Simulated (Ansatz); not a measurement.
# VInGa in the AlB2 type: lattice stability ahead of a resistivity run

Question: is the lattice of VInGa in the AlB2 type stable, and if so, what are its coupling constant and resistivity?

Program: Ansatz 0.2.0. Level of theory: DFT PBE, scalar-relativistic, plane waves, PAW; PAW set soft_1. Results are calculated unless marked as measured.

Most raw output is cut from this account.

The structure was built from a prototype and need not be the compound's stable phase.

### Step 1. The starting structure

Symmetry: P-6m2, No. 187, hexagonal system. The conventional cell has a = 4.029 Å, b = 4.029 Å, c = 4.230 Å, α = 90.00°, β = 90.00°, γ = 120.00°. Nearest to V lie 6 In at 3.14 Å and 6 Ga at 3.14 Å. Ga has 3 In at 2.33 Å and 6 V at 3.14 Å nearest. Nearest to In lie 3 Ga at 2.33 Å and 6 V at 3.14 Å. Farther neighbours are not listed.

### Step 2. Relaxation

Lattice constant and positions set the bands and the force constants, so the cell is relaxed first.

Input file input.yaml:

```yaml
crystal:
  lattice:
    - [4.029, 0.0, 0.0]
    - [-2.0145, 3.48921, 0.0]
    - [0.0, 0.0, 4.23045]
  atoms:
    - { symbol: V, position: [0.0, 0.0, 0.0] }
    - { symbol: Ga, position: [0.33333333, 0.66666667, 0.5] }
    - { symbol: In, position: [0.66666667, 0.33333333, 0.5] }
kpoints:
  mp_grid: { grid: [9, 9, 8] }
hamiltonian:
  xc: pbe
  pseudopotentials: { kind: paw, azcp: { folder: soft_1 } }
scf:
  occupations: { method: gaussian, width: 0.1 }
output:
  forces: true
  stress: true
  eigenvalues: true
relax:
  adjacent_minimum: "off"
  f_tol: 0.005
  max_steps: 80
  cell: { stress_tol: 0.05 }
```

The run is started by

```console
> ansatz run input.yaml --threads 4 --pin off --max-ram 12288MiB --backend cpu --events-out ev --progress --plain --runs-dir out
```

It took 62 s on 4 threads of Intel Xeon Platinum 8488C (Sapphire Rapids), shared host; peak memory 0.52 GiB.

This run has no spin polarisation, although V can carry a moment.

Step by step:

```tsv
step	energy less that of the first step (eV)	largest force component (eV/Å)	pressure (GPa)	volume (Å³)
1	0.0000	0.0000	6.24	59.47
2	-0.6467	0.0000	0.91	59.99
3	-1.0403	0.0000	-0.53	58.72
4	-1.3564	0.0000	-0.76	56.92
5	-1.6138	0.0000	-0.16	54.93
6	-1.8674	0.0000	0.83	53.06
7	-2.1625	0.0000	2.26	51.30
8	-2.3507	0.0000	4.01	50.01
9	-2.3724	0.0000	-2.37	52.96
10	-2.3816	0.0000	0.23	51.66
11	-2.3817	0.0000	0.00	51.77
12	-2.3817	0.0000	0.00	51.77
13*	-2.4011	0.0000	0.70	51.77
14	-2.4029	0.0000	0.12	52.12
15	-2.4029	0.0000	0.00	52.20
16*	-2.4031	0.0000	0.00	52.20
```

Relaxation steps marked * repeat the geometry before them on a plane-wave basis chosen anew for their cell, so energy and pressure can jump there.

Forces are held to the 12 operations that the run works with; a distortion that breaks them can't arise in this run.

```tsv
cell as run	before	after	change
a (Å)	4.029	4.666	+15.8 %
b (Å)	4.029	4.666	+15.8 %
c (Å)	4.230	2.769	-34.6 %
volume (Å³/atom)	19.82	17.40	-12.2 %
```

The relaxed structure:

```
V Ga In
1.0
     4.66574    0.00000    0.00000
    -2.33287    4.04065    0.00000
     0.00000    0.00000    2.76880
V Ga In
1 1 1
Direct
  0.00000 0.00000 0.00000
  0.33333 0.66667 0.50000
  0.66667 0.33333 0.50000
```

Numbers from this step:

| Quantity | Value |
| --- | --- |
| pressure | 0.003108 GPa |
| volume per atom | 17.40 Å³/atom |
| metallic on mesh | yes |
| gap on the k-mesh | 0 eV |

The largest force is now zero by symmetry and the largest stress component 0.0033 GPa.

### Step 3. Relaxation

The relaxation is repeated from the new cell as a check.

input.yaml, the sections that differ from step 2:

```yaml
crystal:
  lattice:
    - [4.6657420163, 0.0, 0.0]
    - [-2.3328710082, 4.0406511137, 0.0]
    - [0.0, 0.0, 2.7688010316]
  atoms:
    - { symbol: V, position: [0.0, 0.0, 0.0] }
    - { symbol: Ga, position: [0.3333333333, 0.6666666667, 0.5] }
    - { symbol: In, position: [0.6666666667, 0.3333333333, 0.5] }
kpoints:
  mp_grid: { grid: [9, 9, 10] }
# hamiltonian, scf, output, relax: as in step 2
```

Wall time 10 s (4 threads); peak memory 0.52 GiB; 37 s of CPU time.

Relaxation path:

```tsv
step	energy less that of the first step (eV)	largest force component (eV/Å)	pressure (GPa)	volume (Å³)
1	0.0000	0.0000	-0.02	52.20
2	-0.0001	0.0000	0.00	52.17
3	-0.0001	0.0000	0.00	52.17
```

The log counts 1 steps on a newly chosen plane-wave basis, not all of them marked here; energy and pressure can jump at such steps.

```tsv
conventional cell, symmetrised	before	after	change
a (Å)	4.666	4.660	-0.1 %
b (Å)	4.666	4.660	-0.1 %
c (Å)	2.769	2.774	+0.2 %
volume (Å³/atom)	17.40	17.39	-0.0 %
```

The relaxed structure:

```
V Ga In
1.0
     4.66039    0.00000    0.00000
    -2.33020    4.03602    0.00000
     0.00000    0.00000    2.77383
V Ga In
1 1 1
Direct
  0.00000 0.00000 0.00000
  0.33333 0.66667 0.50000
  0.66667 0.33333 0.50000
```

Numbers from this step:

| Item | Value |
| --- | --- |
| pressure | -0.004243 GPa |
| volume per atom | 17.39 Å³/atom |

The largest force is now zero by symmetry and the largest stress component 0.033 GPa.

### Step 4. Relaxing tightly for phonons

No force is left; the cell is relaxed once more with another smearing and tight thresholds.

input.yaml, the sections that differ from step 3:

```yaml
crystal:
  lattice:
    - [4.6603935201, 0.0, 0.0]
    - [-2.3301967601, 4.0360191801, 0.0]
    - [0.0, 0.0, 2.7738271507]
  atoms:
    - { symbol: V, position: [0.0, 0.0, 0.0] }
    - { symbol: Ga, position: [0.3333333333, 0.6666666667, 0.5] }
    - { symbol: In, position: [0.6666666667, 0.3333333333, 0.5] }
kpoints:
  mp_grid: { grid: [6, 6, 9] }
scf:
  occupations: { method: methfessel_paxton, width: 0.2 }
relax:
  adjacent_minimum: "off"
  f_tol: 0.001
  max_steps: 60
  cell: { stress_tol: 0.01 }
# hamiltonian, output: as in step 3
```

Wall time 7.5 s (4 threads); peak memory 0.48 GiB.

Step by step:

```tsv
step	energy less that of the first step (eV)	largest force component (eV/Å)	pressure (GPa)	volume (Å³)
1	0.0000	0.0000	0.01	52.17
2	-0.0001	0.0000	0.02	52.19
3	-0.0001	0.0000	-0.01	52.20
4	-0.0001	0.0000	0.00	52.20
5	-0.0001	0.0000	0.00	52.20
```

The log counts 1 steps on a newly chosen plane-wave basis, not all of them marked here; energy and pressure can jump at such steps.

```tsv
conventional cell, symmetrised	before	after	change
a (Å)	4.660	4.665	+0.1 %
b (Å)	4.660	4.665	+0.1 %
c (Å)	2.774	2.769	-0.2 %
volume (Å³/atom)	17.39	17.40	+0.0 %
```

Final coordinates:

```xyz
3
Lattice="4.6654 0.0000 0.0000 -2.3327 4.0404 0.0000 0.0000 0.0000 2.7690" Properties=species:S:1:pos:R:3 pbc="T T T"
V     0.0000    0.0000    0.0000
Ga    0.0000    2.6936    1.3845
In    2.3327    1.3468    1.3845
```

Numbers from this step:

```yaml
pressure: 0.002541 GPa
volume_per_atom: 17.40 Å³/atom
```

The largest force is now zero by symmetry and the largest stress component 0.0036 GPa, small enough for phonons.

### Step 5. Phonons by linear response: q 2×2×2, k 4×4×6

Couplings are defined for a stable lattice alone, so phonons come first.

Input file input.yaml:

```yaml
crystal:
  lattice:
    - [4.6654064975, 0.0, 0.0]
    - [-2.3327032488, 4.0403605458, 0.0]
    - [0.0, 0.0, 2.7690170841]
  atoms:
    - { symbol: V, position: [0.0, 0.0, 0.0] }
    - { symbol: Ga, position: [0.3333333333, 0.6666666667, 0.5] }
    - { symbol: In, position: [0.6666666667, 0.3333333333, 0.5] }
kpoints:
  mp_grid: { grid: [4, 4, 6] }
hamiltonian:
  xc: pbe
  pseudopotentials: { kind: paw, azcp: { folder: soft_1 } }
scf:
  occupations: { method: methfessel_paxton, width: 0.2 }
output:
  eigenvalues: true
phonons:
  method: dfpt
  qmesh: [2, 2, 2]
  temperatures: { t_max: 1000, t_step: 50 }
  qpath:
    path:
      - [[0.0, 0.0, 0.0], [0.5, 0.0, 0.0], [0.33333333, 0.33333333, 0.0], [0.0, 0.0, 0.0], [0.0, 0.0, 0.5], [0.5, 0.0, 0.5], [0.33333333, 0.33333333, 0.5], [0.0, 0.0, 0.5]]
      - [[0.5, 0.0, 0.5], [0.5, 0.0, 0.0]]
      - [[0.33333333, 0.33333333, 0.5], [0.33333333, 0.33333333, 0.0]]
    npoints: 10
```

Elapsed: 23 s, on 4 threads; peak memory 0.57 GiB.

This step gave:

| Item | Value |
| --- | --- |
| share of imaginary modes in the plain interpolation between solved wavevectors | 0.1033 |
| highest frequency, solved or plainly interpolated | 241.4 cm⁻¹ |

Solved on the 2×2×2 mesh alone; all other wavevectors are interpolated. The phonon branches at the labelled points (cm⁻¹):

```tsv
point	branch 1	branch 2	branch 3	branch 4	branch 5	branch 6	branch 7	branch 8	branch 9
Γ	0	0	0	25	124	124	130	186	186
halfway	-58	29	45	73	103	134	139	184	194
M	-82	34	58	77	102	141	157	179	201
halfway	-60	35	58	59	119	142	148	173	202
K	-32	36	59	65	114	143	151	165	203
halfway	-55	31	49	64	114	136	136	180	197
Γ	0	0	0	25	124	124	130	186	186
halfway	-66	53	53	103	166	168	168	186	186
A	-142	62	62	143	182	182	212	212	222
halfway	-102	45	90	142	178	187	191	197	236
L	-34	19	114	138	169	175	191	192	241
halfway	-53	63	117	135	164	169	194	197	238
H	-58	81	123	133	155	169	197	201	234
halfway	-90	45	96	140	175	186	190	197	236
A	-142	62	62	143	182	182	212	212	222
jump to L	-34	19	114	138	169	175	191	192	241
halfway	-30	84	100	117	119	146	175	198	202
M	-82	34	58	77	102	141	157	179	201
jump to H	-58	81	123	133	155	169	197	201	234
halfway	-37	90	112	117	129	152	175	183	202
K	-32	36	59	65	114	143	151	165	203
```

Lowest modes at the softest wavevector of the mesh. The modes at q = (0.000, 0.000, 0.500) (shares of kinetic energy by element, %) (negative means imaginary):

```tsv
mode	frequency (cm⁻¹)	V %	Ga %	In %
1	-142.0	100	0	0
2	62.5	0	36	64
3	62.5	0	36	64
4	142.7	0	95	5
5	181.6	0	64	36
6	181.6	0	64	36
```

Displacements in mode 1 (-142.0 cm⁻¹), the largest set to 1, in the home cell:
```
V1  0.00 0.00 1.00
Ga2 0.00 0.00 0.00
In3 0.00 0.00 0.00
```

Displacements in mode 6 (181.6 cm⁻¹), the largest set to 1, in the home cell (x, y, z of the real part, then of the imaginary part):
```
V1   0.00  0.00  0.00  0.00  0.00  0.00
Ga2  0.76  1.00  0.00 -0.03  0.02  0.00
In3 -0.45 -0.59  0.00  0.02 -0.01  0.00
```

Among the solved wavevectors the lowest mode, translations apart, is -142 cm⁻¹, imaginary.

### Step 6. Phonons: q 3×3×3, k 6×6×9

An imaginary mode on so few k-points may come from the sampling, so the phonons are repeated with another q and k mesh.

Edit input.yaml of step 5 so:

```diff
@@ -10,3 +10,3 @@
 kpoints:
-  mp_grid: { grid: [4, 4, 6] }
+  mp_grid: { grid: [6, 6, 9] }
 hamiltonian:
@@ -20,3 +20,3 @@
   method: dfpt
-  qmesh: [2, 2, 2]
+  qmesh: [3, 3, 3]
   temperatures: { t_max: 1000, t_step: 50 }
```

It took 2.5 min on 4 threads; peak memory 1 GiB; 9.3 min of CPU time.

This step gave:

| Quantity | Value |
| --- | --- |
| share of imaginary modes in the plain interpolation between solved wavevectors | 0.0731 |
| highest frequency, solved or plainly interpolated | 232 cm⁻¹ |

Solved on the 3×3×3 mesh alone; all other wavevectors are interpolated. Phonon branches along the path, in cm⁻¹:

```tsv
point	branch 1	branch 2	branch 3	branch 4	branch 5	branch 6	branch 7	branch 8	branch 9
Γ	0	0	0	30	110	110	130	193	193
halfway	-54	33	47	69	89	126	136	186	198
M	-69	36	59	86	105	141	152	179	203
halfway	-46	37	58	83	133	141	150	177	200
K	-43	38	59	112	138	140	160	170	196
halfway	-36	34	47	50	110	127	137	183	199
Γ	0	0	0	30	110	110	130	193	193
halfway	54	54	97	119	138	138	168	188	188
A	63	63	134	138	170	170	180	180	221
halfway	43	77	139	143	147	171	180	187	226
L	16	94	123	136	146	177	177	193	232
halfway	-27	107	127	140	144	166	176	198	230
H	-38	123	128	139	143	156	176	202	228
halfway	32	85	135	143	148	171	176	191	227
A	63	63	134	138	170	170	180	180	221
jump to L	16	94	123	136	146	177	177	193	232
halfway	-38	93	103	109	133	150	177	190	198
M	-69	36	59	86	105	141	152	179	203
jump to H	-38	123	128	139	143	156	176	202	228
halfway	-40	98	118	124	139	157	170	179	199
K	-43	38	59	112	138	140	160	170	196
```

Lowest modes at the softest wavevector of the mesh. The modes at q = (0.333, -0.333, 0.000) (shares of kinetic energy by element, %) (negative means imaginary):

```tsv
mode	frequency (cm⁻¹)	V %	Ga %	In %
1	-64.0	46	13	41
2	34.8	0	94	5
3	53.7	5	5	90
4	86.0	46	41	13
5	88.8	13	30	57
6	138.0	77	21	2
```

Displacements in mode 1 (-64.0 cm⁻¹), the largest set to 1, in the home cell (x, y, z of the real part, then of the imaginary part):
```
V1   0.58  1.00  0.00 -0.02 -0.03  0.00
Ga2 -0.17 -0.30  0.00 -0.19 -0.33  0.00
In3  0.36  0.62  0.00 -0.07 -0.12  0.00
```

Displacements in mode 3 (53.7 cm⁻¹), the largest set to 1, in the home cell (x, y, z of the real part, then of the imaginary part):
```
V1   0.00  0.00  0.27  0.00  0.00 -0.20
Ga2  0.00  0.00 -0.12  0.00  0.00 -0.27
In3  0.00  0.00  1.00  0.00  0.00  0.02
```

The modes has structure finer than the step of the table below, so its rows give means over 10 cm⁻¹, whole bins alone (the curve runs from -79.1 to 248 cm⁻¹). Peaks (cm⁻¹: height): Ga 40.4: 0.0162, 52.7: 0.0144, 83.6: 0.0152, 95.9: 0.0153, 141.2: 0.0201, 178.3: 0.0396, 198.9: 0.0453; In -37.9: 0.0143, 63.0: 0.0165, 95.9: 0.0158, 178.3: 0.0292, 198.9: 0.0429, 225.7: 0.0146; V 141.2: 0.106.

Phonopy on the run's constants, 15x15x21 mesh, Gaussian sigma 2.3 cm⁻¹. Modes against wavenumber; means over each step; values in 1/cm⁻¹/cell:

```tsv
wavenumber (cm⁻¹)	Ga	In	V
-70	1.4e-4	4.5e-4	4.6e-4
-60	7.6e-4	0.00212	0.00185
-50	0.00183	0.00380	0.00215
-40	0.00702	0.0110	0.00245
-30	0.00602	0.00971	0.00163
-20	0.00339	0.00560	8.4e-4
-10	0.00150	0.00245	3.4e-4
0	4.7e-4	7.6e-4	8.3e-5
10	0.00167	0.00271	2.6e-4
20	0.00265	0.00410	5.1e-4
30	0.00618	0.00524	7.3e-4
40	0.0134	0.00667	0.00113
50	0.0103	0.00874	0.00193
60	0.00835	0.0144	0.00268
70	0.0110	0.0119	0.00406
80	0.0113	0.0139	0.00657
90	0.0104	0.0142	0.00912
100	0.0115	0.0149	0.0108
110	0.0133	0.0115	0.0135
120	0.0151	0.0100	0.0213
130	0.0171	0.00757	0.0334
140	0.0193	0.00776	0.0827
150	0.00939	0.00537	0.0346
160	0.00936	0.00576	0.0165
170	0.0175	0.0142	0.0199
180	0.0322	0.0245	0.0114
190	0.0266	0.0240	0.00508
200	0.0307	0.0304	0.00656
210	8.9e-4	0.00701	0.00244
220	4.3e-4	0.0110	0.00273
230	2.1e-4	0.00807	0.00214
240	1.4e-6	9.2e-5	3.0e-5
```

No LO-TO term; unit eigenvectors of the mass-weighted matrix. The modes at Γ (shares of kinetic energy by element, %):

```tsv
mode	frequency (cm⁻¹)	symmetry	V %	Ga %	In %
1	0.0	unnamed	22	30	49
2	0.0	unnamed	22	30	49
3	0.0	unnamed	22	30	49
4	30.3	A2''	1	67	33
5	109.5	E'	75	19	6
6	109.5	E'	75	19	6
7	129.6	A2''	77	4	19
8	193.2	E'	3	51	46
9	193.2	E'	3	51	46
```

Displacements in mode 4 (30.3 cm⁻¹), the largest set to 1:
```
V1   0.00  0.00 -0.14
Ga2  0.00  0.00  1.00
In3  0.00  0.00 -0.54
```

Displacements in mode 9 (193.2 cm⁻¹), the largest set to 1:
```
V1   0.00  0.29  0.00
Ga2  0.00  1.00  0.00
In3  0.00 -0.74  0.00
```

Among the solved wavevectors the lowest mode, translations apart, is -64 cm⁻¹, imaginary.

### Step 7. Phonons by linear response: Fermi–Dirac smearing of 0.3 eV

The phonons are repeated on the same meshes with a wide Fermi–Dirac smearing, to see whether the soft mode comes from sharp features of the Fermi surface.

Edit input.yaml of step 6 so:

```diff
@@ -15,3 +15,3 @@
 scf:
-  occupations: { method: methfessel_paxton, width: 0.2 }
+  occupations: { method: fermi_dirac, width: 0.3 }
 output:
```

Run time: 2.5 min. Hardware: 4 threads; peak memory 1.1 GiB; 9.3 min of CPU time.

This step gave:

| Property | Result |
| --- | --- |
| share of imaginary modes in the plain interpolation between solved wavevectors | 0.079 |
| highest frequency, solved or plainly interpolated | 225.9 cm⁻¹ |

Solved on the 3×3×3 mesh alone; all other wavevectors are interpolated. The phonon branches at the labelled points (cm⁻¹):

```tsv
point	branch 1	branch 2	branch 3	branch 4	branch 5	branch 6	branch 7	branch 8	branch 9
Γ	0	0	0	22	117	117	123	193	193
halfway	-43	25	43	68	105	124	126	188	200
M	-54	28	56	102	109	126	141	177	206
halfway	-41	30	56	91	127	132	143	173	205
K	-37	30	56	100	128	134	156	166	203
halfway	-34	26	46	63	115	124	126	185	202
Γ	0	0	0	22	117	117	123	193	193
halfway	50	50	97	128	128	130	170	188	188
A	55	55	139	146	146	162	182	182	221
halfway	37	75	135	138	154	160	180	186	223
L	-8	94	124	135	155	162	180	189	226
halfway	-32	107	125	134	155	162	167	197	225
H	-41	121	129	131	153	158	163	201	224
halfway	25	83	131	140	155	160	175	190	224
A	55	55	139	146	146	162	182	182	221
jump to L	-8	94	124	135	155	162	180	189	226
halfway	-35	94	107	111	131	148	176	178	198
M	-54	28	56	102	109	126	141	177	206
jump to H	-41	121	129	131	153	158	163	201	224
halfway	-39	99	111	121	145	153	161	174	201
K	-37	30	56	100	128	134	156	166	203
```

Lowest modes at the softest wavevector of the mesh. The modes at q = (-0.333, 0.000, 0.000) (shares of kinetic energy by element, %) (negative means imaginary):

```tsv
mode	frequency (cm⁻¹)	V %	Ga %	In %
1	-49.9	28	23	49
2	26.8	0	94	6
3	50.3	6	5	89
4	88.5	18	26	56
5	102.8	64	30	6
6	124.7	94	1	6
```

Displacements in mode 1 (-49.9 cm⁻¹), the largest set to 1, in the home cell (x, y, z of the real part, then of the imaginary part):
```
V1  -0.47  0.82  0.00  0.33 -0.57  0.00
Ga2  0.41 -0.72  0.00  0.16 -0.28  0.00
In3  0.47 -0.82  0.00  0.19 -0.33  0.00
```

Displacements in mode 3 (50.3 cm⁻¹), the largest set to 1, in the home cell (x, y, z of the real part, then of the imaginary part):
```
V1   0.00  0.00  0.05  0.00  0.00  0.39
Ga2  0.00  0.00  0.31  0.00  0.00  0.03
In3  0.00  0.00  1.00  0.00  0.00 -0.03
```

Among the solved wavevectors the lowest mode, translations apart, is -49.9 cm⁻¹, imaginary.

Between step 6 and this run (occupations Fermi-Dirac and smearing width 0.3 eV) the value for the lowest on path moves from -69.2 cm⁻¹ to -54.2 cm⁻¹.

### Step 8. What came out

- phonon run of the rows without a label of their own: PBE, q 3×3×3, k 6×6×9
- softest mode on the q mesh: -64 cm⁻¹ at q = (0.333, -0.333, 0)
- highest frequency, solved or plainly interpolated: 232 cm⁻¹

What this shows: The lattice is dynamically unstable at this level: a mode at q = (0.333, -0.333, 0) is imaginary, 64i cm⁻¹, so no harmonic coupling constant or resistivity is defined for this structure. These meshes are coarse, and single modes of a metal can move by tens of cm⁻¹ with the k mesh. The coarser mesh found an imaginary mode at another wavevector, which this mesh lacks. The phonon runs are not spin-polarised. The structure was built by hand as an ordered model, and its stability against other phases was not tested.

[Logs are printed without paths, hosts, clocks, repeated set-up lines and the standing remarks that a program may print on its own settings, such as how far it seeks lower states.]

[Hosts, paths, dates, database ids (printed as entryN), source tags and the programs' standing remarks are cut or masked in the printed files.]
